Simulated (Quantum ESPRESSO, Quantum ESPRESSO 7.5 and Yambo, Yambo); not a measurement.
# Quasiparticle gap of SnSe2 (1T monolayer) in Yambo

Aim: the G0W0 gap of SnSe2 (1T monolayer) on PBE, step by step.

Main program and level: Quantum ESPRESSO 7.5 and Yambo 5.3.0; PBE and many-body steps on it, plane waves.

Most raw output is cut from this account.

### Step 1. Starting point

The cell holds 3 atoms: 1 Sn and 2 Se. Cell: a = 3.873 Å, b = 3.873 Å, c = 15.000 Å, α = 90.0°, β = 90.0°, γ = 120.0°. Vacuum lies along c.

As a file:

```cif
data_structure
_symmetry_space_group_name_H-M 'P 1'
_symmetry_Int_Tables_number 1
_cell_length_a 3.8733
_cell_length_b 3.8733
_cell_length_c 15.0000
_cell_angle_alpha 90.000
_cell_angle_beta 90.000
_cell_angle_gamma 120.000
_cell_volume 194.89
loop_
_atom_site_label
_atom_site_type_symbol
_atom_site_fract_x
_atom_site_fract_y
_atom_site_fract_z
_atom_site_occupancy
Sn1 Sn 0.00000 0.00000 0.50000 1
Se2 Se 0.33333 0.66667 0.60637 1
Se3 Se 0.66667 0.33333 0.39363 1
```

The structure was relaxed with PBE. The runs that relaxed it are not among those shown.

### Step 2. Ground state

This step: Quantum ESPRESSO 7.5; DFT, PBE, plane waves, norm-conserving pseudopotentials.

The ground-state density comes first.

pw.in

```
&control
  calculation = 'scf'
  prefix = 'x'
  outdir = 'o'
  pseudo_dir = 'pseudo'
/
&system
  ibrav = 0
  nat = 3
  ntyp = 2
  ecutwfc = 104.0
  nbnd = 40
  force_symmorphic = .true.
/
&electrons
  conv_thr = 1e-10
  electron_maxstep = 80
  mixing_beta = 0.5
/
ATOMIC_SPECIES
  Sn 118.71 Sn.upf
  Se 78.971 Se.upf
CELL_PARAMETERS angstrom
  3.8732937303 -0.0000000001 0.0000000000
  -1.9366468651 3.3543707668 0.0000000000
  0.0000000000 0.0000000000 15.0000000000
ATOMIC_POSITIONS crystal
  Sn 0.0000000000 0.0000000000 0.5000000000
  Se 0.3333333333 0.6666666667 0.6063661892
  Se 0.6666666667 0.3333333333 0.3936338108
K_POINTS automatic
  9 9 1 0 0 0
```

Started as:

```console
$ OMP_NUM_THREADS=1 mpirun -n 8 pw.x -nk 8 -in pw.in > pw.out
```

Wall time 47 s (8 MPI ranks of Intel Xeon 6975P-C (Granite Rapids), shared host); peak memory 1.8 GiB; 6.2 min of CPU time.

This step gave:

| Quantity | Value |
| --- | --- |
| total energy | -24439.4574 eV |
| gap | 0.8422 eV |
| k of the valence top | 0, 0.1111, 0 |
| k of the conduction bottom | 0, 0.4444, 0 |
| least direct gap | 1.140 eV |

The gap is indirect, with the least direct gap 0.30 eV higher.

### Step 3. Bands along the symmetry lines

The cheap functional maps the bands first; the places of the edges decide which points the dearer methods must see.

pw.in

```
&control
  calculation = 'bands'
  prefix = 'x'
  outdir = 'o'
  pseudo_dir = 'pseudo'
/
&system
  ibrav = 0
  nat = 3
  ntyp = 2
  ecutwfc = 104.0
  nbnd = 41
  force_symmorphic = .true.
/
&electrons
  conv_thr = 1e-9
  electron_maxstep = 80
  diago_full_acc = .true.
  diago_thr_init = 5e-6
/
ATOMIC_SPECIES
  Sn 118.71 Sn.upf
  Se 78.971 Se.upf
CELL_PARAMETERS angstrom
  3.8732937303 -0.0000000001 0.0000000000
  -1.9366468651 3.3543707668 0.0000000000
  0.0000000000 0.0000000000 15.0000000000
ATOMIC_POSITIONS crystal
  Sn 0.0000000000 0.0000000000 0.5000000000
  Se 0.3333333333 0.6666666667 0.6063661892
  Se 0.6666666667 0.3333333333 0.3936338108
K_POINTS crystal
  25
  0.00000000 0.00000000 0.00000000 1
  0.06250000 0.00000000 0.00000000 1
  0.12500000 0.00000000 0.00000000 1
  0.18750000 0.00000000 0.00000000 1
  0.25000000 0.00000000 0.00000000 1
  0.31250000 0.00000000 0.00000000 1
  0.37500000 0.00000000 0.00000000 1
  0.43750000 0.00000000 0.00000000 1
  0.50000000 0.00000000 0.00000000 1
  0.47916667 0.04166667 0.00000000 1
  0.45833333 0.08333333 0.00000000 1
  0.43750000 0.12500000 0.00000000 1
  0.41666666 0.16666666 0.00000000 1
  0.39583333 0.20833333 0.00000000 1
  0.37500000 0.25000000 0.00000000 1
  0.35416666 0.29166666 0.00000000 1
  0.33333333 0.33333333 0.00000000 1
  0.29166666 0.29166666 0.00000000 1
  0.25000000 0.25000000 0.00000000 1
  0.20833333 0.20833333 0.00000000 1
  0.16666666 0.16666666 0.00000000 1
  0.12500000 0.12500000 0.00000000 1
  0.08333333 0.08333333 0.00000000 1
  0.04166667 0.04166667 0.00000000 1
  0.00000000 0.00000000 0.00000000 1
```

Elapsed: 16 s, on 8 MPI ranks; peak memory 1.7 GiB.

Numbers from this step:

```yaml
gap: 0.7831 eV
k_of_the_valence_top: 0.125, 0, 0
k_of_the_conduction_bottom: 0.5, 0, 0
least_direct_gap: 1.098 eV
```

The gap is 0.783 eV, −0.059 eV from the run before at this level.

Electronic bands along the path, in eV, zero at the top of the highest filled band:

```
  point  band 32  band 33  band 34  band 35  band 36  band 37  band 38  band 39
      Γ    -0.46    -0.46    -0.09    -0.09     1.48     3.05     4.56     4.56
halfway    -1.79    -1.51    -0.76    -0.09     1.79     4.04     5.43     5.45
      M    -2.19    -2.14    -0.65    -0.31     0.78     4.09     5.43     5.72
halfway    -2.95    -2.44    -0.81    -0.62     1.52     5.08     5.25     5.72
      K    -3.50    -3.12    -0.78    -0.78     1.80     5.27     5.27     6.52
halfway    -2.67    -1.39    -0.86    -0.43     2.11     4.64     5.00     5.55
      Γ    -0.46    -0.46    -0.09    -0.09     1.48     3.05     4.56     4.56
```

### Step 4. Empty states on the mesh, 6×6×1 mesh, 126 bands

The sums over transitions need many empty states on a uniform mesh; this step solves for them.

pw.in

```
&control
  calculation = 'nscf'
  prefix = 'x'
  outdir = 'o'
  pseudo_dir = 'pseudo'
/
&system
  ibrav = 0
  nat = 3
  ntyp = 2
  ecutwfc = 104.0
  nbnd = 126
  force_symmorphic = .true.
/
&electrons
  conv_thr = 1e-9
  electron_maxstep = 80
  diago_full_acc = .true.
  diago_thr_init = 5e-6
/
ATOMIC_SPECIES
  Sn 118.71 Sn.upf
  Se 78.971 Se.upf
CELL_PARAMETERS angstrom
  3.8732937303 -0.0000000001 0.0000000000
  -1.9366468651 3.3543707668 0.0000000000
  0.0000000000 0.0000000000 15.0000000000
ATOMIC_POSITIONS crystal
  Sn 0.0000000000 0.0000000000 0.5000000000
  Se 0.3333333333 0.6666666667 0.6063661892
  Se 0.6666666667 0.3333333333 0.3936338108
K_POINTS automatic
  6 6 1 0 0 0
```

Started as:

```console
$ OMP_NUM_THREADS=1 mpirun -n 8 pw.x -nk 4 -in pw.in > pw.out
```

Elapsed: 24 s, on 8 MPI ranks; peak memory 1.6 GiB; 3.2 min of CPU time.

This step gave:

```yaml
gap: 0.7935 eV
k_of_the_valence_top: 0, 0.1667, 0
k_of_the_conduction_bottom: 0, -0.5, 0
least_direct_gap: 1.098 eV
k_points_computed: 7
lowest_point_of_the_top_converged_band_above_the_valence_top: 34.80 eV
```

On this mesh the gap is 0.793 eV.

### Step 5. Conversion and set-up

This step: Yambo 5.3.0; conversion and set-up on PBE, plane waves, norm-conserving pseudopotentials.

The states are converted to the many-body program's format and the q mesh is built.

Started as:

```console
$ (cd o/x.save; p2y > p2y.log; mv SAVE ../..); yambo > setup.log
```

Elapsed: 4.8 s, on 1 MPI rank; peak memory 0.26 GiB.

### Step 6. Screening and self-energy, 6×6×1 mesh, 126 bands, screening to 108.8 eV

G0W0 replaces the xc potential by the self-energy, built once from these orbitals. Only a window of levels is corrected, while the sums run over the empty bands that the input names.

This step: G0W0 on PBE, plane waves, norm-conserving pseudopotentials.

gw1.in

```
HF_and_locXC
gw0
dyson
ppa
em1d
rim_cut
rim_w
RandQpts= 3000000
RandGvec= 100 RL
CUTGeo= "slab z"
RandGvecW= 9 RL
EXXRLvcs= 104 Ry
VXCRLvcs= 416 Ry
Chimod= "HARTREE"
% BndsRnXp
 1 | 126 |
%
NGsBlkXp= 8 Ry
% LongDrXp
 1 | 1 | 0 |
%
% GbndRnge
 1 | 126 |
%
DysSolver= "n"
ExtendOut
PPAPntXp= 27.21138 eV
% QPkrange
 2 | 2 | 34 | 37 |
 4 | 4 | 34 | 37 |
 1 | 1 | 34 | 37 |
%
```

Started as:

```console
$ OMP_NUM_THREADS=2 mpirun -n 4 yambo -F gw1.in -J gw1 -C gw1 > gw1.log
```

Run time: 9.9 min. Hardware: 4 MPI ranks; peak memory 6 GiB; 41 min of CPU time.

Numbers from this step:

| Property | Result |
| --- | --- |
| G0W0 gap on the points computed | 1.867 eV |
| starting gap on the mesh | 0.7935 eV |
| k of the valence top | 0, 0.1667, 0 |
| k of the conduction bottom | 0, -0.5, 0 |
| least direct G0W0 gap on the computed points | 2.236 eV |
| Z at the valence top | 0.7470 |
| Z at the conduction bottom | 0.7635 |

The gap on the mesh goes from 0.79 eV to 1.87 eV, a correction of +1.07 eV. The start differs from the 0.84 eV found before because the two sample other k points.

Limits: finite bands, cutoff and mesh; no spin-orbit coupling. v1 is the top filled band, c1 the lowest empty one. The levels before and after the correction (eV, zero at the valence-band top of each column):

```
           conduction bottom  valence top
Kohn-Sham               0.79         0.00
     G0W0               1.87         0.00
```

```
                    level  energy (eV)
Kohn-Sham  (0 0.167 0) v2       -0.850
Kohn-Sham  (0 0.167 0) v1        0.000
Kohn-Sham  (0 0.167 0) c1        2.154
Kohn-Sham  (0 0.167 0) c2        3.812
Kohn-Sham   (0 -0.5 0) v2       -0.643
Kohn-Sham   (0 -0.5 0) v1       -0.304
Kohn-Sham   (0 -0.5 0) c1        0.793
Kohn-Sham   (0 -0.5 0) c2        4.101
     G0W0  (0 0.167 0) v2       -1.086
     G0W0  (0 0.167 0) v1        0.000
     G0W0  (0 0.167 0) c1        3.418
     G0W0  (0 0.167 0) c2        4.773
     G0W0   (0 -0.5 0) v2       -0.832
     G0W0   (0 -0.5 0) v1       -0.369
     G0W0   (0 -0.5 0) c1        1.867
     G0W0   (0 -0.5 0) c2        5.086
```

### Step 7. Where the time went

Times are wall times on the hardware named with each run, good to a factor of about two.

```
                          step     time  share  memory (GiB)
                  ground state     47 s    7 %           1.8
bands along the symmetry lines     16 s    2 %           1.7
      empty states on the mesh     24 s    4 %           1.6
         conversion and set-up    4.8 s    1 %          0.26
     screening and self-energy  9.9 min   86 %           6.0
```

### Step 8. Results

```json
{
  "PBE gap": "0.78 eV, indirect",
  "G0W0 gap on the mesh": "1.87 eV",
  "GW settings": "6×6×1 mesh, 126 bands, screening to 108.8 eV, Godby-Needs plasmon pole",
  "known limits": "not at the basis limit; no spin-orbit coupling"
}
```

In words: G0W0 moves the gap on the mesh from 0.79 eV to 1.87 eV (+1.07 eV), with Z of 0.75 and 0.76 at the edges. Only 3 of the mesh's irreducible points were corrected, so a valley elsewhere could overtake. The dearest step here is «screening and self-energy». Bands and cutoff are finite, so the gap is not at the basis limit. The miss can reach some tenths of an eV and take either sign; the mesh is an error of its own. In the G0W0 run levels were corrected at 3 k points alone, so a gap called «on the mesh» is the least over those, and an edge elsewhere would be missed. The many-body steps are scalar-relativistic: spin-orbit coupling is not in them.

[Paths, hosts, dates, memory and timing lines, banners, echoed tables and standing remarks are left out of the program output.]

[Logs are printed without paths, hosts, clocks, repeated set-up lines and the standing remarks that a program may print on its own settings, such as how far it seeks lower states.]

[Runs of the session that timed out or met a known fault of the program may be left out.]

[Hosts, paths, dates, database ids (printed as entryN), source tags and the programs' standing remarks are cut or masked in the printed files.]
